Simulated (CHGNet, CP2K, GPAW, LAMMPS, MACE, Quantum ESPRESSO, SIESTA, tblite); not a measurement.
## Codes compared on glassy 45P2O5-55ZnO (mol %) (85 atoms)

How near do other programs and methods come to a plane-wave reference for glassy 45P2O5-55ZnO (mol %) (85 atoms)? A plane-wave run serves as the reference.

Program: Quantum ESPRESSO 7.5. Level of theory: Kohn-Sham DFT, PBE, SSSP efficiency 1.3.0 pseudopotentials, plane waves. Results are calculated unless marked as measured.

### Step 1. Set-up

The cell holds 85 atoms: 18 P, 11 Zn and 56 O. Its edges and angles: a = 10.498 Å, b = 10.498 Å, c = 10.498 Å, α = 90.0°, β = 90.0°, γ = 90.0°. 85 atoms (18 P, 11 Zn, 56 O) placed at random at 3.06 g/cm³, melted at 4000 K for 10 ps at fixed volume with the Morse and Coulomb pair potential with partial charges (Pedone, Malavasi, Menziani, Cormack and Segre, J. Phys. Chem. B 110, 11780 (2006)). Quenched from 4000 K to 300 K at 500 K/ps and fixed volume, held 10 ps at zero pressure, then minimised at fixed cell.

### Step 2. Reference: Quantum ESPRESSO, plane waves

pw.in reads:

```
&control
  calculation = 'scf'
  pseudo_dir = './pseudo'
  outdir = './tmp'
  disk_io = 'none'
  tprnfor = .true.
  tstress = .true.
/
&system
  ibrav = 0
  nat = 85
  ntyp = 3
  ecutwfc = 60
  ecutrho = 480
  nosym = .true.
  occupations = 'smearing'
  smearing = 'fd'
  degauss = 0.003675
/
&electrons
  conv_thr = 4.3e-07
  electron_maxstep = 100
  mixing_beta = 0.4
  mixing_mode = 'plain'
  diagonalization = 'david'
/
ATOMIC_SPECIES
P 30.974 P.upf
Zn 65.380 Zn.upf
O 15.999 O.upf
CELL_PARAMETERS angstrom
10.49771 0.00000 0.00000
0.00000 10.49771 0.00000
0.00000 0.00000 10.49771
ATOMIC_POSITIONS crystal
P 0.28642 0.46483 0.98490
P 0.95120 0.19614 0.70237
P 0.68404 0.67757 0.18483
P 0.52112 0.63028 0.93716
P 0.83338 0.83531 0.82891
P 0.09152 0.16255 0.25369
P 0.51214 0.83354 0.72202
P 0.64079 0.39321 0.22864
P 0.42833 0.16434 0.52396
P 0.44830 0.98063 0.13598
P 0.12011 0.77164 0.87329
P 0.36886 0.44712 0.47094
[... 69 atom lines left out ...]
O 0.67704 0.31071 0.33926
O 0.38854 0.57268 0.97599
O 0.97469 0.79859 0.85414
O 0.95663 0.15232 0.29983
K_POINTS gamma
```

The run is started by

```bash
$ OMP_NUM_THREADS=1 mpirun -np 4 pw.x -in pw.in > output.txt
```

Log:

```text
Program PWSCF
     gamma-point specific algorithms are used
     one sub-group per band group will be used
     scalapack distributed-memory algorithm (size of sub-group:  2*  2 procs)
     Parallelization info
     sticks:   dense  smooth     PW     G-vecs:    dense   smooth      PW
     Min        3756    1877    470               346555   122449   15358
     Max        3758    1880    472               346566   122452   15364
     Sum       15029    7513   1885              1386247   489801   61445
     bravais-lattice index     =            0
     lattice parameter (alat)  =      19.8378  a.u.
     unit-cell volume          =    7806.9305 (a.u.)^3
     number of atoms/cell      =           85
     number of atomic types    =            3
     number of electrons       =       646.00
[... lines left out ...]
     scf convergence threshold =      4.3E-07
[... lines left out ...]
     number of k points=     1  Fermi-Dirac smearing, width (Ry)=  0.0037
[... lines left out ...]
     total energy              =   -7661.19826408 Ry
[... lines left out ...]
     total energy              =   -7666.17975524 Ry
[... lines left out ...]
     total energy              =   -7666.26044671 Ry
[... lines left out ...]
     total energy              =   -7666.28430900 Ry
[... lines left out ...]
     total energy              =   -7666.28430979 Ry
[... lines left out ...]
   -75.1349 -74.7301 -74.7279 -74.6982 -74.6647 -74.6518 -74.5994 -74.5651
   -74.4940 -74.4637 -74.4462 -74.4313 -74.4279 -74.4107 -74.4079 -74.3824
   -74.3050 -74.2985 -74.2154 -74.2079 -74.1518 -74.1501 -73.6680 -73.6543
[...]
12.1881  12.2315  12.2998  12.3360  12.4027  12.4681  12.5139  12.5560
    12.6226  12.7141  12.7767  12.7949  12.8819  12.9092  12.9582  13.0280
    13.0706  13.1104  13.1525  13.1789
     the Fermi energy is     5.3911 ev
!    total energy              =   -7666.28430995 Ry
     estimated scf accuracy    <       0.00000001 Ry
     smearing contrib. (-TS)   =      -0.00000001 Ry
     internal energy E=F+TS    =   -7666.28430993 Ry
     The total energy is F=E-TS. E is the sum of the following terms:
     one-electron contribution =   -6744.10185325 Ry
     hartree contribution      =    3632.16035379 Ry
     xc contribution           =    -968.83313420 Ry
     ewald contribution        =   -3053.37617045 Ry
     one-center paw contrib.   =    -532.13350582 Ry
     convergence has been achieved in  12 iterations
     Forces acting on atoms (cartesian axes, Ry/au):
     atom    1 type  1   force =    -0.03626879   -0.03340485   -0.08038836
     atom    2 type  1   force =    -0.00905046    0.01254433    0.06984241
     atom    3 type  1   force =     0.05159358   -0.03505300   -0.00233671
[...]
atom   84 type  3   force =    -0.01647133    0.00140034    0.00577854
     atom   85 type  3   force =    -0.02206514   -0.00599495    0.02138243
     Total force =     0.707705     Total SCF correction =     0.000266
     Computing stress (Cartesian axis) and pressure
          total   stress  (Ry/bohr**3)                   (kbar)     P=       22.75
   0.00013176  -0.00008055   0.00003388           19.38      -11.85        4.98
  -0.00008055   0.00009532   0.00007399          -11.85       14.02       10.88
   0.00003388   0.00007399   0.00023687            4.98       10.88       34.85
     Message from routine punch:
     Nothing written, as per user request (disk_io='none')
```

It took 4.1 min on 4 MPI ranks of Arm Neoverse V1, shared host; peak memory 3.7 GiB.

Banners, paths, timers and routine set-up lines are dropped from the logs unmarked, and long logs keep their key lines alone; longer cuts are marked.

Numbers from this run:

```
r.m.s. force component                           : 1.139 eV/Å
longest force                                    : 4.854 eV/Å
pressure                                         : 2.275 GPa
gap (highest filled to lowest empty level) : 1.682 eV
```

### Step 3. Local order

Density 3.12 g/cm³, 13.61 Å³ an atom.

g(r), total and by pair (bins of 0.2 Å):

```csv
r (Å),total,O-O,O-P,O-Zn,P-P,P-Zn,Zn-Zn
1.40,0.76,0.00,2.73,0.00,0.00,0.00,0.00
1.60,3.13,0.00,11.22,0.00,0.00,0.00,0.00
1.80,0.00,0.00,0.00,0.00,0.00,0.00,0.00
2.00,1.16,0.00,0.00,6.81,0.00,0.00,0.00
2.20,0.14,0.00,0.00,0.81,0.00,0.00,0.00
2.40,1.27,2.86,0.00,0.14,0.00,0.00,0.00
2.60,1.03,2.24,0.07,0.12,0.00,0.00,1.06
2.80,0.41,0.75,0.11,0.29,0.00,0.00,0.00
3.00,0.66,0.98,0.21,0.24,2.46,0.49,0.00
3.20,0.97,1.06,0.53,0.29,2.32,3.37,1.49
3.40,1.07,1.06,0.67,0.90,0.00,4.59,0.65
3.60,1.04,0.83,1.43,1.27,0.22,0.93,0.59
3.80,1.08,0.67,1.86,1.13,0.58,0.64,1.07
4.00,1.13,0.70,1.60,1.63,0.70,1.14,0.47
4.20,1.13,0.58,1.52,1.83,1.46,0.90,1.74
4.40,1.23,1.13,0.81,2.03,1.46,1.45,1.19
4.60,1.02,1.03,0.97,1.17,1.35,0.55,0.70
4.80,1.04,1.20,1.03,0.82,0.87,0.81,0.33
5.00,0.96,1.33,0.64,0.54,1.03,0.74,1.54
```

Bonds by pair of elements; cutoffs follow the first minimum of g(r), held within bounds set by covalent radii, and pairs that aren't listed don't count as bonded (cutoffs were set anew for this text, so counts can differ from the run's own analysis):

```csv
pair A-B,cutoff (Å),bonds,mean length (Å),spread (Å),shortest (Å),B about A,A about B
O-P,1.98,72,1.53,0.034,1.49,1.29,4
O-Zn,2.43,42,2.02,0.088,1.91,0.75,3.82
```

How many atoms have how many bonded neighbours:

```csv
element,mean,1,2,3,4
O,2.04,3,48,5,0
P,4,0,0,0,18
Zn,3.82,0,0,2,9
```

Oxygen atoms by the number of network formers (Si, P, Ge, B, Al, As, Ga) bound to them:

```csv
network formers bound to O,O atoms,per cent
0,0,0
1,40,71.4
2,16,28.6
```

Network units: each former by its oxygen neighbours and how many of them bridge to another former:

```csv
former,O neighbours,bridging O,atoms
P,4,0,1
P,4,1,5
P,4,2,9
P,4,3,3
```

Rings of the network by King's shortest-path rule, up to 12 atoms, one path for each pair of neighbours; H, halogens, alkali and alkaline-earth atoms are left out, and the last column divides by all other atoms, bonded or not:

```csv
ring size (atoms),rings,per network atom
4,1,0.012
8,4,0.047
10,17,0.2
12,20,0.235
```

### Step 4. What was run beside it

The programs:
- CHGNet: machine-learned potential, published weights.
- CP2K 2026.2: Gaussian basis with GTH pseudopotentials and a plane-wave density; labels give functional, basis (MOLOPT sets; SR short-range, UZH the newer set with its own potentials), grid cutoff/relative cutoff and solver (OT: orbital transformation; TRS4, TC2, SIGN: linear-scaling purification with its sparsity filter), or its built-in tight binding.
- GPAW 26.7.0: PAW with atomic orbitals (LCAO), plane waves or a real-space grid of spacing h.
- MACE: machine-learned potential, published weights.
- Quantum ESPRESSO 7.5: plane waves; labels (QE) give functional, pseudopotential set and cutoffs of waves/density.
- SIESTA 5.4.2: numerical atomic orbitals, whose automatically made sets are far from complete, with PseudoDojo norm-conserving potentials that we converted to its format (checked against plane waves on the same files for H, C, O, Si, Ge and Ca alone); labels give functional, basis size, energy shift and mesh cutoff.
- tblite 0.8.0: extended tight binding, driven from Python.

All use the same cell and atoms; the electronic-structure runs use the same k-mesh, and an electronic temperature of 580 K (0.05 eV) where levels are smeared.

Differences are against the plane-wave reference, forces as r.m.s. over components; share is that over the reference's r.m.s. force, slope the least-squares factor from reference forces to these. Total energies of different programs have different zeros and aren't compared.

```csv
run,"Δ force, r.m.s. (meV/Å)",share (%),slope,Δ pressure (GPa),Δ gap (eV),cores,CPU time,memory (GiB)
reference,-,-,-,-,-,4,16 min,3.7
CHGNet 0.3.0 potential,296,26.0,0.823,-0.407,-,1,4.8 s,1.1
"CP2K PBE, DZVP-MOLOPT-SR, 280/50 Ry, OT DIIS (coarse)",834,73.2,1.024,0.841,-0.236,2,7.7 min,0.81
"CP2K PBE, DZVP-MOLOPT-SR, 560/50 Ry, OT DIIS (coarse)",158,13.8,1.052,0.367,-0.222,4,10 min,2.7
"CP2K PBE, DZVP-MOLOPT-SR, 800/50 Ry, diagonalisation",144,12.7,1.046,0.357,-0.222,4,5.6 min,6.1
"CP2K PBE, SZV-MOLOPT-SR, 800/50 Ry, OT DIIS (coarse)",3310,291,2.120,35.0,-0.956,2,7.7 min,2.2
"CP2K PBE, SZV-MOLOPT-SR, 800/50 Ry, TRS4 filter 1e-05, SCF 1e-06 (coarse)",3320,291,2.121,35.0,-,2,85 s,2.2
"CP2K PBE, SZV-MOLOPT-SR, 800/50 Ry, TRS4 filter 1e-06, SCF 1e-06 (coarse)",3319,291,2.121,35.0,-,2,86 s,2.2
"CP2K PBE, SZV-MOLOPT-SR, 800/50 Ry, TRS4 filter 1e-07, SCF 1e-07 (coarse)",3310,291,2.119,35.0,-,2,2 min,2.2
"CP2K RPBE, PBE potentials, DZVP-MOLOPT-SR, 800/50 Ry, OT DIIS",206,18.1,1.038,2.29,-0.144,4,11 min,3.6
"GPAW PBE, LCAO dzp, h 0.18 Å",518,45.5,1.248,-,-0.257,1,2.5 min,1.6
"GPAW PBE, LCAO dzp, h 0.18 Å, other mixer settings",519,45.6,1.248,-,-0.257,2,3.4 min,1.8
"GPAW PBE, LCAO dzp, h 0.22 Å (coarse)",542,47.6,1.245,-,-0.263,1,94 s,0.89
"GPAW PBE, LCAO sz(dzp), h 0.18 Å (coarse)",3177,279,1.996,-,-1.09,1,58 s,1.3
MACE MP-0b2 small potential,258,22.6,0.849,-0.919,-,1,7.6 s,0.67
MACE MPA-0 medium potential,196,17.2,0.889,-0.835,-,1,9.4 s,1.1
"QE PBE, sssp-1.3.0-efficiency, 30/240 Ry (coarse)",45.0,3.95,1.010,-43.1,-0.048,2,5.2 min,1.3
"SIESTA PBE, DZ, shift 0.01 Ry, mesh 500 Ry (coarse)",2448,215,1.768,20.2,-0.284,2,2 min,1.1
"SIESTA PBE, DZP, shift 0.01 Ry, mesh 150 Ry (coarse)",317,27.8,1.191,0.183,-0.0328,2,62 s,0.66
"SIESTA PBE, DZP, shift 0.01 Ry, mesh 500 Ry",312,27.4,1.190,0.148,-0.0333,2,3.6 min,1.6
"SIESTA PBE, SZP, shift 0.01 Ry, mesh 500 Ry (coarse)",987,86.6,1.595,6.04,-0.183,2,3 min,1.4
tblite GFN1-xTB,502,44.1,0.824,2.25,-,1,4.7 s,0.12
```

Rows marked coarse were listed beforehand as settings not expected to be converged; some can still land near the reference.

Times of the machine-learned potentials are mostly Python's start and the loading of weights.

CPU time is summed over cores on a shared host, where runs went side by side, so it is rough. Symmetry, cutoffs, thresholds, outputs and thread counts weren't matched or tuned between programs; memory under MPI is the largest rank's times the ranks.

Runs without a result: CP2K GFN1-xTB, OT DIIS (not converged, the SCF not settling).

Mean charges by element (e), by run and scheme:

```csv
run,scheme,P,Zn,O
"CP2K PBE, DZVP-MOLOPT-SR, 560/50 Ry, OT DIIS",Mulliken,+0.77,+0.64,-0.37
"CP2K PBE, DZVP-MOLOPT-SR, 560/50 Ry, OT DIIS",Hirshfeld,+0.49,+0.59,-0.27
"CP2K PBE, DZVP-MOLOPT-SR, 800/50 Ry, diagonalisation",Mulliken,+0.77,+0.64,-0.37
"CP2K PBE, DZVP-MOLOPT-SR, 800/50 Ry, diagonalisation",Hirshfeld,+0.49,+0.59,-0.27
"CP2K RPBE, PBE potentials, DZVP-MOLOPT-SR, 800/50 Ry, OT DIIS",Mulliken,+0.80,+0.72,-0.40
"CP2K RPBE, PBE potentials, DZVP-MOLOPT-SR, 800/50 Ry, OT DIIS",Hirshfeld,+0.49,+0.60,-0.28
"SIESTA PBE, DZP, shift 0.01 Ry, mesh 500 Ry",Hirshfeld,+0.36,+0.89,-0.29
tblite GFN1-xTB,Mulliken,+0.55,+0.70,-0.32
```

Within one program, basis, potentials and functional, energies share a zero. Each run against its twin at the usual cutoff or grid and solver:

```csv
run,twin,Δ energy (meV/atom),"Δ force, r.m.s. (meV/Å)",CPU time over the twin's
"CP2K PBE, DZVP-MOLOPT-SR, 280/50 Ry, OT DIIS","DZVP-MOLOPT-SR, 800/50 Ry, diagonalisation",-16.9,820,1.4 (this twin ran on 4 cores)
"CP2K PBE, DZVP-MOLOPT-SR, 560/50 Ry, OT DIIS","DZVP-MOLOPT-SR, 800/50 Ry, diagonalisation",-0.0165,61.4,1.8
"CP2K PBE, SZV-MOLOPT-SR, 800/50 Ry, TRS4 filter 1e-05, SCF 1e-06","SZV-MOLOPT-SR, 800/50 Ry, OT DIIS",0.133,24.6,0.18
"CP2K PBE, SZV-MOLOPT-SR, 800/50 Ry, TRS4 filter 1e-06, SCF 1e-06","SZV-MOLOPT-SR, 800/50 Ry, OT DIIS",0.0828,24.3,0.19
"CP2K PBE, SZV-MOLOPT-SR, 800/50 Ry, TRS4 filter 1e-07, SCF 1e-07","SZV-MOLOPT-SR, 800/50 Ry, OT DIIS",-0.0056,6.91,0.26
"GPAW PBE, LCAO dzp, h 0.18 Å, other mixer settings","LCAO dzp, h 0.18 Å",0,3.92,1.4 (this twin ran on 1 cores)
"GPAW PBE, LCAO dzp, h 0.22 Å","LCAO dzp, h 0.18 Å",166,131,0.63
"QE PBE, sssp-1.3.0-efficiency, 30/240 Ry","sssp-1.3.0-efficiency, 60/480 Ry",644,45.0,0.32 (this twin ran on 4 cores)
"SIESTA PBE, DZP, shift 0.01 Ry, mesh 150 Ry","DZP, shift 0.01 Ry, mesh 500 Ry",1.43,35.3,0.29
```

### Step 5. Outcome

| Property | Result |
| --- | --- |
| reference r.m.s. force component | 1.14 eV/Å |
| nearest in forces | QE PBE, sssp-1.3.0-efficiency, 30/240 Ry (coarse), 4.0 % |
| farthest in forces | a tie at 291 % of 4 runs: CP2K PBE, SZV-MOLOPT-SR, 800/50 Ry, OT DIIS (coarse); CP2K PBE, SZV-MOLOPT-SR, 800/50 Ry, TRS4 filter 1e-05, SCF 1e-06 (coarse); CP2K PBE, SZV-MOLOPT-SR, 800/50 Ry, TRS4 filter 1e-06, SCF 1e-06 (coarse); others |
| cheapest electronic-structure run beside the reference | tblite GFN1-xTB, 4.7 s of CPU time |

**Reading.** The PBE runs in local orbitals, coarse settings apart, differ by 13 % (CP2K PBE, DZVP-MOLOPT-SR, 800/50 Ry, diagonalisation) to 46 % (GPAW PBE, LCAO dzp, h 0.18 Å, other mixer settings); basis, grid and potentials can all enter. Tight binding differs by 44 % (tblite GFN1-xTB); it is another model, with fitted parameters of its own, and the xTB methods hold dispersion. Machine-learned potentials differ by 17 % (MACE MPA-0 medium potential) to 26 % (CHGNet 0.3.0 potential); they were trained on other programs' data. Among those trained on PBE data the slope goes as low as 0.82, which softening far from their training structures can give, though the reference's k-sampling is untested too. Rows with another functional or a dispersion term differ by 18 % (CP2K RPBE, PBE potentials, DZVP-MOLOPT-SR, 800/50 Ry, OT DIIS), which mixes the change of model with differences of basis and potentials, some of them made for another functional. Runs with settings chosen to be coarse differ by 4.0 % (QE PBE, sssp-1.3.0-efficiency, 30/240 Ry) to 291 % (CP2K PBE, SZV-MOLOPT-SR, 800/50 Ry, TRS4 filter 1e-05, SCF 1e-06), their programs' other errors included. Of the electronic-structure runs that take under half the reference's CPU time, QE PBE, sssp-1.3.0-efficiency, 30/240 Ry comes nearest, at 4.0 % in 5.2 min against 16 min; its pressure misses by -43.1 GPa. SIESTA PBE, DZP, shift 0.01 Ry, mesh 150 Ry stiffens the forces by a factor of 1.19 while following their directions (correlation 0.986). At the same functional, gaps differ from the reference's 1.68 eV by between -1.09 and -0.03 eV. In pressure, QE PBE, sssp-1.3.0-efficiency, 30/240 Ry misses by -43.1 GPa, at the same functional; a cutoff this low leaves a large Pulay stress. Charges hang on model, scheme and program or settings: among these rows the mean for P runs from +0.36 to +0.80 e. With TRS4, tightening the sparsity filter from 1e-05 to 1e-07, and the SCF threshold with it, takes the force difference from the cubic solver from 25 to 6.9 meV/Å, and the CPU time from 0.18 to 0.26 times the cubic solver's. In the reference: filled and empty levels are parted by 1.68 eV (on the run's k-points); a semilocal functional tends to put such gaps too low. In a disordered cell it changes from sample to sample, and tail or defect levels can set it. In the reference: for some of the pairs, g(r) has its first main peak near 2.5 Å (O-O), 1.5 Å (O-P), 2.0 Å (O-Zn), 3.1 Å (P-P) and 3.4 Å (P-Zn). Periodic xTB results under one method name differ between programs and library versions. The potentials hold different valence shells: 646 electrons in the reference, 558 in GPAW and 558 in CP2K with SZV-MOLOPT-SR; this bears on time and differences. The reference's pressure holds the uncorrected Pulay stress of its 60 Ry basis, so small pressure differences, and their order, may be the reference's own error. In our tests on small cells the SSSP efficiency potentials stood apart from two norm-conserving sets, for C–F bonds most and for P–O bonds less, so differences between them and other runs here needn't be the other run's error. Machine-learned potentials mimic data converged in k, so the reference's own k-point error enters their differences. The quench rate of 500 K/ps is many orders above laboratory rates, so the cell is likely richer in defects and strain than a real sample. The network of bonds at the start is that of the classical potential that made the cell, and needn't be the one that DFT or experiment would give. The reference's pressure of 2.3 GPa belongs to a cell and atoms that aren't relaxed at this level. The electronic-structure runs sample only Γ, in a cell whose shortest periodic width is 10 Å.

[Also dropped from logs without a mark: logging warnings of Python, and SIESTA's first energy breakdown and zero terms.]

[Logs are printed without paths, hosts, clocks, repeated set-up lines and the standing remarks that a program may print on its own settings, such as how far it seeks lower states.]

[Hosts, paths, dates, database ids (printed as entryN), source tags and the programs' standing remarks are cut or masked in the printed files.]
